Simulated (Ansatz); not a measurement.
# 3-layer 1T-PtSe2 (AB) in a perpendicular field, part 2 of 3

Wanted: the out-of-plane response of the 3-layer 1T-PtSe2 (AB). A positive field points along +c.

Ansatz 0.2.0; plane-wave DFT, PBE-D3(BJ), Ansatz PAW.

So far. Step 2 (Relaxation): The lattice constant a goes from 3.750 to 3.709 Å.

## 3. Atoms held, field 0, start network

A sawtooth potential applies the field, turning back in the middle of the vacuum. With the dipole correction the typed value is the field outside the slab. The induced dipole is small, so the SCF threshold is tight.

The cell differs from the one that the last finished run ended in (c 57.003 → 32.362 Å).

input.yaml reads:

```yaml
crystal:
  lattice:
    - [3.7087012892, 0.0, 0.0]
    - [-1.8543506446, 3.2118295315, 0.0]
    - [0.0, 0.0, 32.3618174249]
  atoms:
    - { symbol: Se, position: [0.6666666667, 0.3333333333, 0.2781055181] }
    - { symbol: Pt, position: [0.0, 0.0, 0.3191090036] }
    - { symbol: Se, position: [0.3333333333, 0.6666666667, 0.3598566836] }
    - { symbol: Se, position: [0.0, 0.0, 0.4498877307] }
    - { symbol: Pt, position: [0.3333333333, 0.6666666667, 0.4906481986] }
    - { symbol: Se, position: [0.6666666667, 0.3333333333, 0.5315562805] }
    - { symbol: Se, position: [0.6666666667, 0.3333333333, 0.6401640338] }
    - { symbol: Pt, position: [0.0, 0.0, 0.6809720486] }
    - { symbol: Se, position: [0.3333333333, 0.6666666667, 0.7218944819] }
kpoints:
  mp_grid: { grid: [12, 12, 1] }
  band_path:
    path: [[0, 0, 0], [0.5, 0, 0], [0.33333333, 0.33333333, 0], [0, 0, 0]]
    npoints: 16
hamiltonian:
  xc: pbe
  dispersion: d3bj
scf:
  occupations: { method: fermi_dirac, width: 0.02585 }
  convergence: { dr2_threshold: 1.0e-10 }
efield:
  axis: 3
  dipole_correction: true
  ramp_position: 0.97
  ramp_width: 0.06
  amplitude: 0
output:
  dos: { projected: true, e_range: [-6, 5] }
  write_potential: true
  write_density: true
  volumetric_format: npy
  elf: true
```

Run with:

```console
> ansatz run input.yaml --threads 4 --pin off --max-ram 8192MiB --backend cpu --events-out ev --progress --plain --runs-dir out
```

Numbers of over 12 decimals in the logs are rounded to 6 here.

Log:

```text
[...]
Crystal: 9 atoms, lattice volume = 385.485 Å³
Basis set: ecut = 420 eV, 7621 PW (Γ)
Bands: 90, of which v1, the nominal top of the filled ones, is band 75 counted from 1 (74 counted from 0)
Symmetry: 6 space group operations
[...]
k-points: 19 of 144 (time reversal used)
[...]
SCF iter   1: F=—  HF=-70390.309983 eV  |F-HF|=—  |Δ(HF+E_count)|=         —  Δρ=2.08e-3  dr2=4.06e-2  ethr=1.77e-3  p=0.003 e·Å  D=1.30e-3 V/Å  ΔV_dip=-0.04 eV  dr2_dipole=8.33e-5  V_vac-E_F(+/−)=4.74/4.78 eV  ⟨swp⟩=7.4  Hψ=6694  notcnv=0  defer=12
efield: sawtooth ramp at fractional position 0.9700 (set: `efield.ramp_position`, or a place that a band, a saddle search or an elastic batch's reference lends), width 0.0600; the density the first Hamiltonian is built on has a dipole p = 0.003 e·Å; the dipole correction subtracts the counter field D = 1.30e-3 V/Å, which shifts the + side's vacuum level by -0.04 eV against the − side's; the planar-averaged density in the ramp window peaks in size at 5.2e-6 e/Å³
[...]
SCF iter   2: F=—  HF=-70390.308521 eV  |F-HF|=—  |Δ(HF+E_count)|=   1.46e-3  Δρ=1.43e-3  dr2=4.51e-2  ethr=2.71e-5  p=-0.000 e·Å  D=-1.06e-4 V/Å  ΔV_dip=0.00 eV  dr2_dipole=4.52e-6  V_vac-E_F(+/−)=4.91/4.91 eV  ⟨swp⟩=2.2  Hψ=2661  notcnv=0  defer=171
[...]
SCF iter  17: F=-70390.306125 eV  HF=-70390.306125 eV  |F-HF|=4.37e-11  |Δ(HF+E_count)|=  2.47e-10  Δρ=4.59e-8  dr2=2.51e-11  ethr=1.00e-12  p=0.000 e·Å  D=1.40e-4 V/Å  ΔV_dip=-0.00 eV  dr2_dipole=4.71e-12  V_vac-E_F(+/−)=4.82/4.82 eV  ⟨swp⟩=11.8  Hψ=5352  notcnv=0
SCF 1 converged in 17 iterations: F = -70390.306125 eV  dr2 = 2.51e-11
[...]
NSCF: frozen V_eff on 49 k-points
efield: sawtooth ramp at fractional position 0.9700 (kept from the solve that this one continues, or follows in the run), width 0.0600; the density the first Hamiltonian is built on has a dipole p = 0.000 e·Å; the dipole correction subtracts the counter field D = 1.40e-4 V/Å, which shifts the + side's vacuum level by -0.00 eV against the − side's; the planar-averaged density in the ramp window peaks in size at 4.8e-6 e/Å³
[...]
SCF converged after 17 iterations
Free energy (F): -70390.306125 eV
[...]
Internal energy: -70390.306124 eV  (E = F + TS)
E sigma→0 (E₀):  -70390.306125 eV
Entropy (-TS):   -0.000002 eV (-0.000 meV/atom)
Fermi energy:    3.652817 eV
Dipole field:    D = 0.000142 V/Å  (p = 0.000302 e·Å, saw-weighted, corrected)
Work function:   Φ+ = 4.8187 eV   Φ− = 4.8233 eV
Levels:          The Fermi level and band energies are counted from a zero that moves with the ramp; work functions are not
[...]
--- Band table (eV; the first three rows and the last of 19) ---
  k-point 0: bands = [... 71 lower, 2.7877, 2.8513, 2.8513, 3.1215, 5.6532, 5.6532, 5.7578, 5.7578, ... 11 higher]
  k-point 1: bands = [... 71 lower, 2.7925, 2.8595, 2.9880, 3.3242, 5.1429, 5.2651, 5.3648, 5.5257, ... 11 higher]
  k-point 2: bands = [... 71 lower, 2.7235, 2.7965, 3.0750, 3.2889, 4.3291, 4.4982, 4.7161, 5.2977, ... 11 higher]
  k-point 18: bands = [... 71 lower, 1.8217, 1.8507, 1.8641, 2.0415, 4.1496, 4.5296, 4.5454, 4.5793, ... 11 higher]
```

It took 60 s on 4 threads of Arm Neoverse V1, shared host; peak memory 1.7 GiB; 3.9 min of CPU time.

Numbers from this step:

```yaml
dipole_along_the_normal: 3.02e-4 e·Å
gap_along_the_path: 0.5375 eV
smallest_direct_gap_along_the_path: 0.9346 eV
ionisation_energy_upper_face: 5.086 eV
electron_affinity_upper_face: 4.548 eV
gap_the_smaller_of_path_and_mesh: 0.5375 eV
```

Running mean over a fixed 2.7 Å (it still follows the layers) of the planar mean; the ramp of the sawtooth is left out. The electron's electrostatic potential energy less the Fermi level by z:

```csv
z (Å),electron's electrostatic potential energy less the Fermi level (eV)
4,4.82
5,4.82
6,4.77
7,3.96
8,0.963
9,-4.40
10,-8.21
11,-7.66
12,-2.41
13,0.104
14,-1.38
15,-6.94
16,-8.34
17,-5.69
18,-0.0173
19,1.82
20,-0.372
21,-6.15
22,-8.33
23,-6.51
24,-0.618
25,3.02
26,4.68
27,4.81
28,4.82
29,4.82
```

The density of states has structure finer than the step of the table below, so its rows give means over 0.25 eV, whole bins alone (the curve runs from -6 to 2.27 eV). Peaks (eV: height): -5.720: 31.2, -5.310: 15.7, -4.680: 16.0, -4.540: 22.2, -4.400: 17.2, -4.180: 13.8, -3.050: 40.4.

Table of density of states by energy, zero at the Fermi level of the run, which the smearing sets inside the gap; means over each step:

| energy (eV) | density of states (states/eV a cell) |
| --- | --- |
| -5.75 | 20.2 |
| -5.50 | 11.4 |
| -5.25 | 10.2 |
| -5.00 | 4.39 |
| -4.75 | 9.06 |
| -4.50 | 12.9 |
| -4.25 | 10.4 |
| -4.00 | 9.47 |
| -3.75 | 4.79 |
| -3.50 | 1.59 |
| -3.25 | 11.6 |
| -3.00 | 18.7 |
| -2.75 | 4.79 |
| -2.50 | 5.32 |
| -2.25 | 8.24 |
| -2.00 | 9.23 |
| -1.75 | 9.45 |
| -1.50 | 8.95 |
| -1.25 | 7.63 |
| -1.00 | 7.07 |
| -0.75 | 3.18 |
| -0.50 | 1.65 |
| -0.25 | 0.752 |
| 0.00 | 0 |
| 0.25 | 0.270 |
| 0.50 | 4.13 |
| 0.75 | 6.10 |
| 1.00 | 9.02 |
| 1.25 | 7.44 |
| 1.50 | 10.8 |
| 1.75 | 8.90 |
| 2.00 | 2.15 |

Projected DOS per atom over height of the atomic layer and energy from the Fermi level. Layers: Se Pt Se Se Pt Se Se Pt Se from below.

Values in states/eV, 22 rows by 9 columns, each cell a mean:
```
0.16 0.12 0.17 0.17 0.13 0.17 0.11 0.08 0.11
1.03 0.84 1.10 1.19 0.92 1.16 0.99 0.76 0.95
0.92 0.81 0.94 0.84 0.72 0.84 1.14 0.99 1.12
0.90 0.88 0.95 0.82 0.77 0.80 0.92 0.85 0.89
0.53 0.47 0.38 0.51 0.57 0.57 0.41 0.45 0.49
0.04 0.04 0.03 0.04 0.05 0.05 0.01 0.02 0.02
0.06 0.02 0.09 0.11 0.01 0.08 0.03 0.00 0.01
0.16 0.05 0.18 0.34 0.14 0.43 0.31 0.07 0.21
0.93 0.33 0.80 0.65 0.26 0.72 0.85 0.33 0.95
1.14 0.63 1.00 0.82 0.58 0.81 0.96 0.70 1.07
0.99 0.96 1.08 1.21 1.03 1.14 1.02 0.91 1.00
1.10 1.10 1.02 0.94 0.95 0.91 0.93 1.00 1.06
0.58 0.67 0.57 0.67 0.83 0.67 0.67 0.73 0.68
0.44 1.25 0.40 0.41 1.15 0.44 0.43 1.20 0.44
0.63 4.12 0.66 0.68 4.25 0.70 0.65 4.20 0.60
0.11 0.48 0.11 0.11 0.45 0.11 0.11 0.48 0.10
0.32 2.22 0.35 0.35 2.20 0.32 0.32 2.18 0.32
0.82 2.31 0.77 0.72 2.11 0.61 0.63 2.07 0.79
0.83 1.55 0.57 0.63 1.67 0.92 0.88 1.82 0.84
0.47 0.86 0.44 0.40 0.84 0.53 0.54 1.00 0.47
0.88 2.24 1.04 1.02 2.16 0.87 0.91 2.06 0.89
1.21 3.23 1.22 1.18 3.09 1.17 1.15 3.18 1.15
```
Columns: height of the atomic layer (Å) from 9 to 23.4 (not evenly spaced); rows upwards: energy from the Fermi level (eV) from -5.96 to 2.23.

Electronic bands along the path, in eV, zero at the Fermi level of the run, which the smearing sets inside the gap:

```
  point  band 72  band 73  band 74  band 75  band 76  band 77  band 78  band 79
      Γ    -0.87    -0.80    -0.80    -0.53     2.00     2.00     2.10     2.10
halfway    -1.21    -1.13    -1.07    -0.75     0.27     0.67     1.14     1.53
      M    -2.61    -2.58    -2.27    -2.02     1.25     1.57     1.62     1.84
halfway    -1.92    -1.90    -1.78    -1.71     0.77     0.99     1.07     1.32
      K    -1.83    -1.80    -1.79    -1.61     0.50     0.88     0.89     0.93
halfway    -1.37    -1.12    -0.84    -0.69     0.63     0.74     0.93     0.96
      Γ    -0.87    -0.80    -0.80    -0.53     2.00     2.00     2.10     2.10
```

Valence density in the ca plane at fractional y = 0.000, with atoms of Pt and Se within 0.2 Å of it. It is the smooth field of the valence electrons, not physical close to the nuclei.

Values in e/Å³, 6 rows by 16 columns, each cell a mean:
```
 0  0  0  0  0  0  0  0  6  3  0  0  4  6  0  0
 0  0  0  0  0  0  0  0  1  1  0  0  0  1  0  0
 0  0  0  0  0  0  0  0  0  0  0  0  0  0  1  0
 0  0  0  0  0  0  0  0  0  0  0  0  0  0  0  0
 0  0  0  0  0  0  0  0  2  1  0  0  1  1  0  0
 0  0  0  0  0  0  0  0  7  4  0  0  7 11  0  0
```
Columns run along c (16.0 Å, from fractional 0.05 to 0.55 of the cell), rows up along a (3.7 Å). Atoms in or near the plane, at fractional coordinates: Pt at (0.32, 0.00), Se at (0.45, 0.00).

ELF in the ca plane at fractional y = 0.000, with atoms of Pt and Se within 0.2 Å of it. It is the smooth field of the valence electrons, not physical close to the nuclei.

Values, 6 rows by 16 columns, each cell a mean:
```
0.00 0.00 0.00 0.00 0.00 0.01 0.05 0.25 0.58 0.48 0.15 0.33 0.75 0.57 0.26 0.06
0.00 0.00 0.00 0.00 0.00 0.05 0.27 0.42 0.33 0.35 0.38 0.15 0.62 0.59 0.26 0.36
0.00 0.00 0.00 0.00 0.01 0.16 0.58 0.62 0.28 0.41 0.63 0.20 0.12 0.27 0.31 0.63
0.00 0.00 0.00 0.00 0.01 0.13 0.51 0.59 0.29 0.40 0.59 0.17 0.25 0.34 0.29 0.58
0.00 0.00 0.00 0.00 0.00 0.03 0.16 0.33 0.39 0.35 0.27 0.19 0.73 0.67 0.25 0.24
0.00 0.00 0.00 0.00 0.00 0.00 0.03 0.26 0.63 0.54 0.15 0.38 0.70 0.47 0.27 0.03
```
Columns run along c (16.0 Å, from fractional 0.05 to 0.55 of the cell), rows up along a (3.7 Å). Atoms in or near the plane, at fractional coordinates: Pt at (0.32, 0.00), Se at (0.45, 0.00).

Electrostatic potential energy in the ca plane at fractional y = 0.000, with atoms of Pt and Se within 0.2 Å of it. With pseudopotentials it is smooth inside the atoms' cores, unlike the true potential.

Ten even steps from '0' (-36 eV) to '9' (8 eV), each cell a mean:
```
99999999999999999999960000289999965664689999
99999999999999999999984001689999975445799999
99999999999999999999987667889999998777888999
99999999999999999998888888888899999998888888
99999999999999999998788999877899999998877777
99999999999999999998888999888899999998877888
99999999999999999999888888888999998888888888
99999999999999999999986324789999986556899999
99999999999999999999971000489999964554689999
99999999999999999999960000289999955775589999
```
Columns run along c (16.0 Å, from fractional 0.05 to 0.55 of the cell; values clipped at the 3rd and 97th percentile), rows up along a (3.7 Å). Atoms in or near the plane, at fractional coordinates: Pt at (0.32, 0.00), Se at (0.45, 0.00).

The gap is 0.54 eV, with the valence edge 5.09 eV and the conduction edge 4.55 eV under the upper vacuum level. Spin-orbit coupling, left out in this run, matters for the bands of elements this heavy.

## 4. Atoms held, field 0.05 V/Å

Edit input.yaml of step 3 so:

```diff
@@ -31,5 +31,4 @@
   ramp_width: 0.06
-  amplitude: 0
+  amplitude: 0.05
 output:
-  dos: { projected: true, e_range: [-6, 5] }
   write_potential: true
@@ -37,2 +36 @@
   volumetric_format: npy
-  elf: true
```

Log:

```text
[...]
Crystal: 9 atoms, lattice volume = 385.485 Å³
Basis set: ecut = 420 eV, 7621 PW (Γ)
Bands: 90, of which v1, the nominal top of the filled ones, is band 75 counted from 1 (74 counted from 0)
Symmetry: 6 space group operations
[...]
k-points: 19 of 144 (time reversal used)
[...]
k-point 0: bands = [... 71 lower, 2.7965, 2.8510, 2.8510, 3.1130, 5.6441, 5.6441, 5.7559, 5.7559, ... 11 higher]
  k-point 1: bands = [... 71 lower, 2.8035, 2.8574, 2.9949, 3.3124, 5.1344, 5.2686, 5.3653, 5.5149, ... 11 higher]
  k-point 2: bands = [... 71 lower, 2.7386, 2.7911, 3.0787, 3.2802, 4.3284, 4.5032, 4.7073, 5.2854, ... 11 higher]
  k-point 18: bands = [... 71 lower, 1.8322, 1.8427, 1.8588, 2.0532, 4.1380, 4.5238, 4.5262, 4.5988, ... 11 higher]
[key lines of the parts left out:]
SCF converged after 18 iterations
Free energy (F): -70390.307417 eV
Fermi energy:    3.643665 eV
Dipole field:    D = 0.024112 V/Å  (p = 0.051367 e·Å, saw-weighted, corrected)
```

The job ended after 60 s (4 threads; peak memory 1.5 GiB; 3.9 min of CPU time).

The dipole is 0.0514 e·Å, and the gap 0.545 eV.

## 5. Single point, field -0.05 V/Å

Edit input.yaml of step 4 so:

```diff
@@ -31,3 +31,3 @@
   ramp_width: 0.06
-  amplitude: 0.05
+  amplitude: -0.05
 output:
```

Log:

```text
[...]
Crystal: 9 atoms, lattice volume = 385.485 Å³
Basis set: ecut = 420 eV, 7621 PW (Γ)
Bands: 90, of which v1, the nominal top of the filled ones, is band 75 counted from 1 (74 counted from 0)
Symmetry: 6 space group operations
[...]
k-points: 19 of 144 (time reversal used)
[...]
k-point 0: bands = [... 71 lower, 2.7702, 2.8648, 2.8648, 3.1307, 5.6552, 5.6552, 5.7538, 5.7538, ... 11 higher]
  k-point 1: bands = [... 71 lower, 2.7736, 2.8735, 2.9812, 3.3367, 5.1449, 5.2587, 5.3732, 5.5308, ... 11 higher]
  k-point 2: bands = [... 71 lower, 2.7022, 2.8114, 3.0700, 3.2992, 4.3235, 4.4963, 4.7275, 5.3059, ... 11 higher]
  k-point 18: bands = [... 71 lower, 1.8338, 1.8585, 1.8891, 2.0314, 4.1595, 4.5300, 4.5352, 4.5770, ... 11 higher]
[key lines of the parts left out:]
SCF converged after 18 iterations
Free energy (F): -70390.307387 eV
Fermi energy:    3.660998 eV
Dipole field:    D = -0.023827 V/Å  (p = -0.050760 e·Å, saw-weighted, corrected)
```

Wall time 60 s (4 threads); peak memory 1.5 GiB; 3.9 min of CPU time.

The dipole is -0.0508 e·Å, and the gap 0.527 eV.

## 6. Atoms held, field 0.1 V/Å

Edit input.yaml of step 5 so:

```diff
@@ -29,5 +29,5 @@
   dipole_correction: true
-  ramp_position: 0.97
-  ramp_width: 0.06
-  amplitude: -0.05
+  ramp_position: 0.966
+  ramp_width: 0.068
+  amplitude: 0.1
 output:
```

Log:

```text
[...]
Crystal: 9 atoms, lattice volume = 385.485 Å³
Basis set: ecut = 420 eV, 7621 PW (Γ)
Bands: 90, of which v1, the nominal top of the filled ones, is band 75 counted from 1 (74 counted from 0)
Symmetry: 6 space group operations
[...]
k-points: 19 of 144 (time reversal used)
[...]
k-point 0: bands = [... 71 lower, 2.7907, 2.8680, 2.8680, 3.1053, 5.6300, 5.6300, 5.7482, 5.7482, ... 11 higher]
  k-point 1: bands = [... 71 lower, 2.7993, 2.8729, 3.0018, 3.3015, 5.1212, 5.2664, 5.3755, 5.5001, ... 11 higher]
  k-point 2: bands = [... 71 lower, 2.7376, 2.8037, 3.0806, 3.2733, 4.3223, 4.5100, 4.7017, 5.2700, ... 11 higher]
  k-point 18: bands = [... 71 lower, 1.8083, 1.8346, 1.8874, 2.0663, 4.1251, 4.4984, 4.5178, 4.6231, ... 11 higher]
[key lines of the parts left out:]
SCF converged after 18 iterations
Free energy (F): -70390.311262 eV
Fermi energy:    3.633814 eV
Dipole field:    D = 0.048085 V/Å  (p = 0.102438 e·Å, saw-weighted, corrected)
```

The job ended after 61 s (4 threads; peak memory 1.5 GiB).

The dipole is 0.102 e·Å, and the gap 0.549 eV.

## 7. Single point, field -0.1 V/Å

Edit input.yaml of step 6 so:

```diff
@@ -31,3 +31,3 @@
   ramp_width: 0.068
-  amplitude: 0.1
+  amplitude: -0.1
 output:
```

Log:

```text
[...]
Crystal: 9 atoms, lattice volume = 385.485 Å³
Basis set: ecut = 420 eV, 7621 PW (Γ)
Bands: 90, of which v1, the nominal top of the filled ones, is band 75 counted from 1 (74 counted from 0)
Symmetry: 6 space group operations
[...]
k-points: 19 of 144 (time reversal used)
[...]
k-point 0: bands = [... 71 lower, 2.7566, 2.8833, 2.8833, 3.1404, 5.6485, 5.6485, 5.7495, 5.7495, ... 11 higher]
  k-point 1: bands = [... 71 lower, 2.7586, 2.8919, 2.9745, 3.3497, 5.1388, 5.2540, 5.3873, 5.5278, ... 11 higher]
  k-point 2: bands = [... 71 lower, 2.6846, 2.8298, 3.0639, 3.3107, 4.3119, 4.4978, 4.7408, 5.3074, ... 11 higher]
  k-point 18: bands = [... 71 lower, 1.8591, 1.8661, 1.9147, 2.0232, 4.1675, 4.5020, 4.5405, 4.5608, ... 11 higher]
[key lines of the parts left out:]
SCF converged after 19 iterations
Free energy (F): -70390.311202 eV
Fermi energy:    3.667980 eV
Dipole field:    D = -0.047801 V/Å  (p = -0.101832 e·Å, saw-weighted, corrected)
```

The job ended after 62 s (4 threads; peak memory 1.5 GiB; 4.1 min of CPU time).

The dipole is -0.102 e·Å, and the gap 0.514 eV.

## 8. Single point, field 0.2 V/Å

Edit input.yaml of step 7 so:

```diff
@@ -31,3 +31,3 @@
   ramp_width: 0.068
-  amplitude: -0.1
+  amplitude: 0.2
 output:
```

Log:

```text
[...]
Crystal: 9 atoms, lattice volume = 385.485 Å³
Basis set: ecut = 420 eV, 7621 PW (Γ)
Bands: 90, of which v1, the nominal top of the filled ones, is band 75 counted from 1 (74 counted from 0)
Symmetry: 6 space group operations
[...]
k-points: 19 of 144 (time reversal used)
[...]
k-point 0: bands = [... 71 lower, 2.7671, 2.9189, 2.9189, 3.0922, 5.5918, 5.5918, 5.7279, 5.7279, ... 11 higher]
  k-point 1: bands = [... 71 lower, 2.7762, 2.9232, 3.0146, 3.2830, 5.0854, 5.2509, 5.4147, 5.4627, ... 11 higher]
  k-point 2: bands = [... 71 lower, 2.7153, 2.8531, 3.0779, 3.2666, 4.2979, 4.5218, 4.7029, 5.2334, ... 11 higher]
  k-point 18: bands = [... 71 lower, 1.7559, 1.8179, 1.9480, 2.0956, 4.0959, 4.4399, 4.5053, 4.6467, ... 11 higher]
[key lines of the parts left out:]
SCF converged after 19 iterations
Free energy (F): -70390.326615 eV
Fermi energy:    3.613272 eV
Dipole field:    D = 0.096072 V/Å  (p = 0.204664 e·Å, saw-weighted, corrected)
```

It took 62 s on 4 threads; peak memory 1.5 GiB.

The dipole is 0.205 e·Å, and the gap 0.548 eV.

## 9. Single point, field -0.2 V/Å

Edit input.yaml of step 8 so:

```diff
@@ -31,3 +31,3 @@
   ramp_width: 0.068
-  amplitude: 0.2
+  amplitude: -0.2
 output:
```

Log:

```text
[...]
Crystal: 9 atoms, lattice volume = 385.485 Å³
Basis set: ecut = 420 eV, 7621 PW (Γ)
Bands: 90, of which v1, the nominal top of the filled ones, is band 75 counted from 1 (74 counted from 0)
Symmetry: 6 space group operations
[...]
k-points: 19 of 144 (time reversal used)
[...]
k-point 0: bands = [... 71 lower, 2.7567, 2.9260, 2.9260, 3.1614, 5.6123, 5.6123, 5.7505, 5.7505, ... 11 higher]
  k-point 1: bands = [... 71 lower, 2.7823, 2.9341, 2.9621, 3.3768, 5.1051, 5.2551, 5.4245, 5.4963, ... 11 higher]
  k-point 2: bands = [... 71 lower, 2.6819, 2.8712, 3.0497, 3.3358, 4.2753, 4.5084, 4.7717, 5.2843, ... 11 higher]
  k-point 18: bands = [... 71 lower, 1.8806, 1.9041, 1.9654, 2.0151, 4.1768, 4.4425, 4.5303, 4.5504, ... 11 higher]
[key lines of the parts left out:]
SCF converged after 19 iterations
Free energy (F): -70390.326494 eV
Fermi energy:    3.677859 eV
Dipole field:    D = -0.095775 V/Å  (p = -0.204031 e·Å, saw-weighted, corrected)
```

It took 62 s on 4 threads; peak memory 1.5 GiB.

The dipole is -0.204 e·Å, and the gap 0.477 eV.

## 10. Single point, field 0.3 V/Å

Edit input.yaml of step 9 so:

```diff
@@ -29,5 +29,5 @@
   dipole_correction: true
-  ramp_position: 0.966
-  ramp_width: 0.068
-  amplitude: -0.2
+  ramp_position: 0.9638
+  ramp_width: 0.0724
+  amplitude: 0.3
 output:
```

Log:

```text
[...]
Crystal: 9 atoms, lattice volume = 385.485 Å³
Basis set: ecut = 420 eV, 7621 PW (Γ)
Bands: 90, of which v1, the nominal top of the filled ones, is band 75 counted from 1 (74 counted from 0)
Symmetry: 6 space group operations
[...]
k-points: 19 of 144 (time reversal used)
[...]
k-point 0: bands = [... 71 lower, 2.7441, 2.9728, 2.9728, 3.0829, 5.5459, 5.5459, 5.7083, 5.7083, ... 11 higher]
  k-point 1: bands = [... 71 lower, 2.8050, 2.9771, 3.0257, 3.2705, 5.0419, 5.2316, 5.4187, 5.4631, ... 11 higher]
  k-point 2: bands = [... 71 lower, 2.7683, 2.9069, 3.0663, 3.2693, 4.2637, 4.5234, 4.7220, 5.1912, ... 11 higher]
  k-point 18: bands = [... 71 lower, 1.7033, 1.8008, 2.0072, 2.1281, 4.0632, 4.3809, 4.4922, 4.6609, ... 11 higher]
[key lines of the parts left out:]
SCF converged after 19 iterations
Free energy (F): -70390.352200 eV
Fermi energy:    3.593592 eV
Dipole field:    D = 0.144141 V/Å  (p = 0.307068 e·Å, saw-weighted, corrected)
```

Run time: 62 s. Hardware: 4 threads; peak memory 1.5 GiB; 4.1 min of CPU time.

The dipole is 0.307 e·Å, and the gap 0.532 eV.

(Continued in part 3 of 3.)

[Logs are printed without paths, hosts, clocks, repeated set-up lines and the standing remarks that a program may print on its own settings, such as how far it seeks lower states.]

[Hosts, paths, dates, database ids (printed as entryN), source tags and the programs' standing remarks are cut or masked in the printed files.]

[Maps of the electrostatic potential energy from Ansatz leave out the sawtooth potential of an applied field or a dipole correction, so their vacuum need not be flat; planar profiles and work functions include it.]

[The density of states shown here was stored with 400 of the rows of the run's finer table, so its peaks can read low, often by over a quarter, or be missed, and its means over a window can be off by a tenth or more.]
